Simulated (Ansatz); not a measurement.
# Where V_K puts its levels in the gap of KBr (Fm-3m)

Wanted: the transition levels of a vacancy in KBr (Fm-3m), from a cell of 54 host atoms with 1 K taken out.

Main program and level: Ansatz 0.2.0; place-levels on PBEsol runs: charge-transition levels and formation energies with image-charge correction and potential alignment at the atomic sites; PAW set soft_1.

**1. Starting point**

The cell holds 53 atoms: 26 K and 27 Br. Cell: a = 13.895 Å, b = 13.895 Å, c = 13.895 Å, α = 60.0°, β = 60.0°, γ = 60.0°. It derives from KBr (space group Fm-3m). Nearest the centre at fractional (0.667, 0.667, 0.333): Br28 at 3.27 Å, Br44 at 3.27 Å, Br32 at 3.27 Å, Br34 at 3.27 Å, Br46 at 3.27 Å, Br50 at 3.27 Å, K15 at 4.63 Å, K39 at 4.63 Å.

The host's dielectric constants go in as inputs: 2.62 for the electrons alone, 5.31 with the ions, from a response run on this crystal (DFPT, PBEsol) at that run's own cell.

The cell's shortest repeat is 13.9 Å.

**2. The runs of each charge state**

Levels follow from differences of total energies between charge states, each relaxed by itself.

Random displacements of about 0.05 Å break the site symmetry at the start, so that the relaxation can reach a distorted minimum if there is one. Forces are taken at one point at (¼, ¼, ¼). The cell holds 1 electron more than the neutral one, with a uniform background that keeps it neutral on the whole.

The sampling was tested on the host first: at the k-points planned (1x1x1 shifted 0.25 0.25 0.25) its energy lies 0.002 eV an atom from the dense-mesh value, under the bound of 0.02 eV set for this test; that bounds the host's error, not the defect's.

One of the inputs; charge, spin and start change from state to state.

The input, qm1.relax/input.yaml:

```yaml
crystal:
  lattice:
    - [0.0, 9.82489774, 9.82489774]
    - [9.82489774, 0.0, 9.82489774]
    - [9.82489774, 9.82489774, 0.0]
  atoms:
    - { symbol: K, position: [0.0, 0.0, 0.0] }
    - { symbol: Br, position: [0.16666667, 0.16666667, 0.16666667] }
[... 6 atom lines left out ...]
    - { symbol: K, position: [0.0, 0.33333333, 0.33333333] }
[... 3 atom lines left out ...]
    - { symbol: K, position: [0.0, 0.66666667, 0.0] }
[... 1 atom line left out ...]
    - { symbol: K, position: [0.0, 0.66666667, 0.33333333] }
[... 5 atom lines left out ...]
    - { symbol: K, position: [0.33333333, 0.0, 0.33333333] }
[... 6 atom lines left out ...]
    - { symbol: Br, position: [0.5, 0.5, 0.5] }
[... 3 atom lines left out ...]
    - { symbol: Br, position: [0.5, 0.83333333, 0.16666667] }
    - { symbol: K, position: [0.33333333, 0.66666667, 0.33333333] }
    - { symbol: Br, position: [0.5, 0.83333333, 0.5] }
    - { symbol: K, position: [0.33333333, 0.66666667, 0.66666667] }
[... 1 atom line left out ...]
    - { symbol: K, position: [0.66666667, 0.0, 0.0] }
[... 1 atom line left out ...]
    - { symbol: K, position: [0.66666667, 0.0, 0.33333333] }
    - { symbol: Br, position: [0.83333333, 0.16666667, 0.5] }
[... 3 atom lines left out ...]
    - { symbol: Br, position: [0.83333333, 0.5, 0.16666667] }
    - { symbol: K, position: [0.66666667, 0.33333333, 0.33333333] }
    - { symbol: Br, position: [0.83333333, 0.5, 0.5] }
    - { symbol: K, position: [0.66666667, 0.33333333, 0.66666667] }
[... 1 atom line left out ...]
    - { symbol: K, position: [0.66666667, 0.66666667, 0.0] }
    - { symbol: Br, position: [0.83333333, 0.83333333, 0.16666667] }
[... 1 atom line left out ...]
    - { symbol: K, position: [0.66666667, 0.66666667, 0.66666667] }
    - { symbol: Br, position: [0.83333333, 0.83333333, 0.83333333] }
  host:
    repeats: [3, 3, 3]
    atoms:
      - { symbol: K, position: [0.0, 0.0, 0.0] }
      - { symbol: Br, position: [0.5, 0.5, 0.5] }
total_charge: -1
basis:
  ecutwfc: 420
  xc_grid: 2
hamiltonian:
  xc: pbesol
  pseudopotentials: { kind: paw, azcp: { folder: soft_1 }, xc_functional: pbe }
kpoints:
  mp_grid: { grid: [1, 1, 1], shift: [0.25, 0.25, 0.25] }
scf:
  occupations: { method: fixed }
  max_iter: 80
output:
  forces: true
  charged_corrections:
    epsilon: 2.62
    static_epsilon: 5.31
    defect_position: [0.666667, 0.666667, 0.333333]
relax:
  f_tol: 0.02
  max_steps: 80
  random_displacement: { amplitude: 0.05, seed: 7894 }
checkpoint:
  write: "../qm1.relax.run"
  compress: false
  write_wavefunctions: true
  write_every: 100000
```

On the command line:

```
$ ansatz run input.yaml --threads 8 --pin off --max-ram 15073MiB --backend cpu --events-out ev --progress --plain --runs-dir out
```

Defect states can disperse in a cell of this size, so the energy is taken again at a 2×2×2 shifted mesh, on the relaxed structure.

The run of this state that the levels use, under PBEsol:

The input, qm1.point/input.yaml:

```yaml
crystal:
  checkpoint: "../qm1.relax.run"
  host: checkpoint
total_charge: -1
basis:
  ecutwfc: 420
  xc_grid: 2
hamiltonian:
  xc: pbesol
  pseudopotentials: { kind: paw, azcp: { folder: soft_1 }, xc_functional: pbe }
kpoints:
  mp_grid: { grid: [2, 2, 2], shift: [0.5, 0.5, 0.5] }
scf:
  occupations: { method: fermi_dirac, width: 0.01 }
  max_iter: 80
output:
  forces: true
  eigenvalues: true
  charged_corrections:
    epsilon: 2.62
    static_epsilon: 5.31
    defect_position: [0.666667, 0.666667, 0.333333]
  eigenstates: { localisation: true }
  populations: true
  band_densities: [{ bands: [v1, v1] }, { bands: [c1, c1] }]
  write_density: true
  write_potential: true
  volumetric_format: npy
checkpoint:
  read: "../qm1.relax.run"
  write: "../qm1.point.run"
  compress: false
  write_wavefunctions: false
  write_every: 100000
```

Relaxations under PBEsol at one point at (¼, ¼, ¼); times on 8 threads of Arm Neoverse V2, shared host:

```tsv
charge	moment (μB)	occupations	outcome	steps	largest displacement against the far atoms (Å)	time
−1	0	fixed	converged	4	0.16	40 s
0	1	fixed	not converged	-	-	2.1 min
0	1	fermi-dirac	converged	4	0.14	2.2 min
+1	0	fixed	not converged	-	-	46 s
+1	0	fermi-dirac	converged	5	0.14	74 s
+1	2	fixed	converged	4	0.13	2.5 min
```

Single points under PBEsol at a 2×2×2 shifted mesh; times on 8 threads of Arm Neoverse V2, shared host:

```tsv
charge	moment (μB)	occupations	outcome	time
−1	0	fermi-dirac	converged	75 s
0	1	fermi-dirac	converged	3.7 min
+1	0	fermi-dirac	converged	93 s
+1	2	fermi-dirac	converged	3.5 min
```

Distances (Å) from the ideal centre to the nearest atoms after relaxation with PBEsol:

```tsv
charge	moment (μB)	1.	2.	3.	4.	5.	6.
−1	0	Br 3.43	Br 3.43	Br 3.43	Br 3.43	Br 3.43	Br 3.43
0	1	Br 3.40	Br 3.40	Br 3.40	Br 3.41	Br 3.41	Br 3.41
+1	0	Br 3.41	Br 3.41	Br 3.41	Br 3.42	Br 3.42	Br 3.42
+1	2	Br 3.39	Br 3.39	Br 3.39	Br 3.40	Br 3.40	Br 3.40
```

**3. place-levels, PBEsol**

A charged cell interacts with its images and the background, and its potential has another zero than the host's. place-levels removes the first by a point-charge model, screened by the static dielectric constant since the ions have relaxed around the charge, and the second by comparing potentials at atoms far from the defect.

The host is a run of the defect-free crystal in the same cutoffs, grids and k-points, so that basis and sampling errors cancel in part in the differences. The host is run in a cell of 2 atoms on a matching mesh. Its band edges are searched through the zone by a band path, so the gap is smaller than, or equal to, that on the mesh. Chemical potentials are energies per atom of K (bcc), run with the same functional and cutoff.

The input, levels.point.yaml:

```yaml
host:
  run: host.point.run
states: [qm1.point.run, q0_M1.point.run, qp1.point.run, qp1_M2.point.run]
geometry_from:
  qm1.point.run: qm1.relax.run
  q0_M1.point.run: q0_M1.relax_smeared.run
  qp1.point.run: qp1.relax_smeared.run
  qp1_M2.point.run: qp1_M2.relax.run
chemical_potentials:
  K:
    energy: -1516.030681
    dataset: <sha256 of the dataset>
epsilon: 2.62
static_epsilon: 5.31
vertical:
  - { from: qm1.point.run, to: qm1.point_neutral.run }
  - { from: qp1.point.run, to: qp1.point_neutral.run }
  - { from: qp1_M2.point.run, to: qp1_M2.point_neutral.run }
```

On the command line:

```
$ ansatz place-levels levels.point.yaml -- --threads 8 --pin off --max-ram 15073MiB
```

Numbers of over 12 decimals in the logs are rounded to 6 here.

Log:

```text
[... repeated set-up lines and file paths are left out, and long positions are rounded to six places ...]
(+1/0) 0.000 eV above the valence edge (-0.194 eV without the band-filling correction), 4.338 eV under the conduction edge
(0/-1) 0.324 eV above the valence edge, 4.014 eV under the conduction edge
formation energy of charge +1: +4.902 eV with the Fermi level at the valence edge
formation energy of charge 0: +4.902 eV with the Fermi level at the valence edge
formation energy of charge -1: +5.226 eV with the Fermi level at the valence edge
vertical -1 to 0: no energy, since no alignment is typed
  the change from vertical[0].from (qm1.point.run) to vertical[0].to (qm1.point_neutral.run): by its potential at epsilon 2.62 it stands at 0.667 0.667 0.333, with an rms radius of about 6.3 Å (3.6 3.6 3.6 Å across the planes of the cell's vectors); [...]
vertical +1 to 0: no energy, since no alignment is typed
  the change from vertical[1].from (qp1.point.run) to vertical[1].to (qp1.point_neutral.run): by its potential at epsilon 2.62 it stands at 0.663 0.661 0.329, with an rms radius of about 9.1 Å (5.3 5.3 5.2 Å across the planes of the cell's vectors); [...]
vertical +1 to 0: no energy, since no alignment is typed
  the change from vertical[2].from (qp1_M2.point.run) to vertical[2].to (qp1_M2.point_neutral.run): by its potential at epsilon 2.62 it stands at 0.667 0.666 0.331, with an rms radius of about 7.6 Å (4.4 4.4 4.4 Å across the planes of the cell's vectors); [...]
  edges by pbesol, gap 4.338 eV; the host is sampled to repeats of 27.79 Å
  the defect's cells are sampled to repeats of 27.79 Å, like sampling
  charge +1: -113391.9520 eV with its correction of -0.043 eV, at epsilon 5.31, aligned at sites: -0.3597 eV, mean over 21 atomic sites at or beyond 6.95 Å from the defect at [0.6667, 0.6667, 0.3333], with +0.000000 for the charge's moments and without [...]
  states[2] (qp1.point.run): levels filled in part (TS 0.024 eV): its energy is of no whole electron's
  charge 0: +0.000 eV for its dipole among its images, +0.000 omitted
  states[1] (q0_M1.point.run): levels filled in part (TS 0.014 eV): its energy is of no whole electron's
  charge -1: -113389.5348 eV with its correction of +0.452 eV, at epsilon 5.31, aligned at sites: -0.1357 eV, mean over 21 atomic sites at or beyond 6.95 Å from the defect at [0.6667, 0.6667, 0.3333], with +0.000000 for the charge's moments and without [...]
  charge +1: states[3] (qp1_M2.point.run) stands 0.006 eV higher, with a moment of 2.00 μB against 0.00
  states[3] (qp1_M2.point.run): levels filled in part (TS 0.017 eV): its energy is of no whole electron's
  of states[2] (qp1.point.run): it parts from the run at its places by a charge that spreads by about 5.3 Å along one vector (2 Å or more is wide), by its potential at epsilon 2.62, taken for that of held ions (one typed too small widens it), where the cell [...]
  of states[1] (q0_M1.point.run): its alignment with the host at atomic sites is doubtful: the cell is too small to show whether the defect's potential has decayed: take a larger one
  of states[0] (qm1.point.run): it parts from the run at its places by a charge that spreads by about 3.6 Å along one vector (2 Å or more is wide), by its potential at epsilon 2.62, taken for that of held ions (one typed too small widens it), where the cell [...]
  of states[3] (qp1_M2.point.run): it parts from the run at its places by a charge that spreads by about 4.4 Å along one vector (2 Å or more is wide), by its potential at epsilon 2.62, taken for that of held ions (one typed too small widens it), where the [...]
  of vertical[0].from (qm1.point.run): it parts from the run at its places by a charge that spreads by about 3.6 Å along one vector (2 Å or more is wide), by its potential at epsilon 2.62, taken for that of held ions (one typed too small widens it), where the [...]
  vertical[0].to (qm1.point_neutral.run): levels filled in part (TS 0.013 eV): its energy is of no whole electron's
  vertical[1].from (qp1.point.run): levels filled in part (TS 0.024 eV): its energy is of no whole electron's
  of vertical[1].from (qp1.point.run): it parts from the run at its places by a charge that spreads by about 5.3 Å along one vector (2 Å or more is wide), by its potential at epsilon 2.62, taken for that of held ions (one typed too small widens it), where the [...]
  vertical[1].to (qp1.point_neutral.run): levels filled in part (TS 0.014 eV): its energy is of no whole electron's
  vertical[2].from (qp1_M2.point.run): levels filled in part (TS 0.017 eV): its energy is of no whole electron's
  of vertical[2].from (qp1_M2.point.run): it parts from the run at its places by a charge that spreads by about 4.4 Å along one vector (2 Å or more is wide), by its potential at epsilon 2.62, taken for that of held ions (one typed too small widens it), where [...]
  vertical[2].to (qp1_M2.point_neutral.run): levels filled in part (TS 0.014 eV): its energy is of no whole electron's
```

It took 0.37 s on 8 threads of Arm Neoverse V2, shared host.

Levels between the charges placed, in eV above the valence top:

```tsv
	gap (eV)	(+1/0)	(0/−1)
PBEsol	4.34	0.00	0.32
```

Corrections by state:

```tsv
charge	moment (μB)	image terms and alignment (eV)	band filling (eV)	ε used	over the lowest of its charge, as the program ranks them, band filling apart (eV)
+1	0.0	-0.043	-0.194	5.31	0.000
0	1.0	0.000	-	-	0.000
−1	0.0	0.452	-	5.31	0.000
+1	2.0	-0.029	-	5.31	0.006
```

The charged structures listed were also run neutral, and place-levels reads from each pair, by the potential or the spins, how wide the charge is by which they differ; that can be the carrier of either run.

```tsv
charge	rms radius (Å)	spread where it is widest against the cell (Å)	wide from (Å)	reading
+1	9.1	5.26	1.96	wide
−1	6.3	3.62	1.96	wide
```

The neutral runs of these pairs need not share the spin of the lowest neutral state, and very wide values only mean spread over the cell.

From the program's caveats on the states, each cut to its opening words:

- charge +1: it parts from the run at its places by a charge that spreads by about 5.3 Å along one vector (2 Å or more is wide), by its potential at epsilon 2.62, taken for [...]
- charge +1: a band-filling correction moves a carrier to the host's band edge, which changes its energy by -0.194 eV
- charge +1, 0 (1 μB), −1, +1 (2 μB): its alignment with the host at atomic sites is doubtful: the cell is too small to show whether the defect's potential has decayed: take a larger one
- charge −1: it parts from the run at its places by a charge that spreads by about 3.6 Å along one vector (2 Å or more is wide), by its potential at epsilon 2.62, taken for [...]
- charge +1 (2 μB): it parts from the run at its places by a charge that spreads by about 4.4 Å along one vector (2 Å or more is wide), by its potential at epsilon 2.62, taken for [...]

The host's formation energy from the elements is -1.741 eV per atom; it sets how far the chemical potentials can move.

Limit set by the element alone; other compounds of these elements are not counted. Chemical potentials from the elements' reference states: Br 0.00 eV, K -3.48 eV. Formation energy by charge state (Br-rich; gap 4.34 eV):

```tsv
charge	at valence top (eV)	at conduction bottom (eV)	correction included (eV)
+1	1.42	5.76	-0.24
0	1.42	1.42	0.00
−1	1.74	-2.59	0.45
```

| Fermi level (eV) | lowest formation energy (eV) |
| --- | --- |
| 0.00 | 1.42 |
| 0.39 | 1.35 |
| 0.79 | 0.96 |
| 1.18 | 0.56 |
| 1.58 | 0.17 |
| 1.97 | -0.23 |
| 2.37 | -0.62 |
| 2.76 | -1.02 |
| 3.16 | -1.41 |
| 3.55 | -1.81 |
| 3.94 | -2.20 |
| 4.34 | -2.59 |

Limit set by the element alone; other compounds of these elements are not counted. Chemical potentials from the elements' reference states: K 0.00 eV, Br -3.48 eV. Formation energy by charge state (K-rich; gap 4.34 eV):

```tsv
charge	at valence top (eV)	at conduction bottom (eV)	correction included (eV)
+1	4.90	9.24	-0.24
0	4.90	4.90	0.00
−1	5.23	0.89	0.45
```

Fermi level (eV), lowest formation energy (eV) and a bar from the least value:
```
     0.00       4.90 ##############################
     0.39       4.83 #############################
     0.79       4.44 ###########################
     1.18       4.04 ########################
     1.58       3.65 #####################
     1.97       3.26 ##################
     2.37       2.86 ###############
     2.76       2.46 ############
     3.16       2.07 #########
     3.55       1.68 ######
     3.94       1.28 ###
     4.34       0.89
```

**4. Outcome**

```yaml
gap_of_the_host: 4.34 eV (PBEsol)
level_plus_1_over_0: 0.00 eV above the valence top (-0.19 eV above the valence top without the band-filling term)
level_0_minus_1: 0.32 eV above the valence top
lowest_of_the_charges_placed_just_above_the_valence_top_0p02_ev: 0
lowest_of_the_charges_placed_just_below_the_conduction_bottom_0p02_ev: −1
lowest_formation_energy_at_mid_gap_of_the_charges_run_br_rich: -0.43 eV
lowest_formation_energy_at_mid_gap_of_the_charges_run_k_rich: 3.06 eV
```

Of the charges placed (−1, 0 and +1), the lowest changes at 0.32 eV (0/−1) above the valence top, in a gap of 4.34 eV. (0/−1) lies nearer to a band edge than the share of the finite-size correction in it (0.45 eV), and that correction holds for a localised charge alone. Charges below −1 were not placed, so these runs say nothing of levels that involve them. States placed: +1 at 0 μB and 2 μB; 0 at 1 μB; −1 at 0 μB. Other spin states or structures, where not listed, weren't placed. The program finds carriers beyond a band edge of the host and adds a band-filling term at charge +1 (-0.19 eV); steps to such a charge show no bound level, and a defect level inside a band would be read the same way. The program doubts the alignment of potentials for at least one state, a sign that the cell is small. Limits: PBEsol makes the gap too small and tends to spread out bound carriers.

[Logs are printed without paths, hosts, clocks, repeated set-up lines and the standing remarks that a program may print on its own settings, such as how far it seeks lower states.]

[Hosts, paths, dates, database ids (printed as entryN), source tags and the programs' standing remarks are cut or masked in the printed files.]

[Where a table of states has a column of steps, it counts the stored structures, which are thinned; the runs took as many ionic steps or more.]

[A defect's name tells the site on which it was built; relaxed atoms can leave that site.]

[For some hosts the program warned that the k-mesh of the response run may be too coarse for force constants and the static dielectric constant; such warnings are not shown here.]
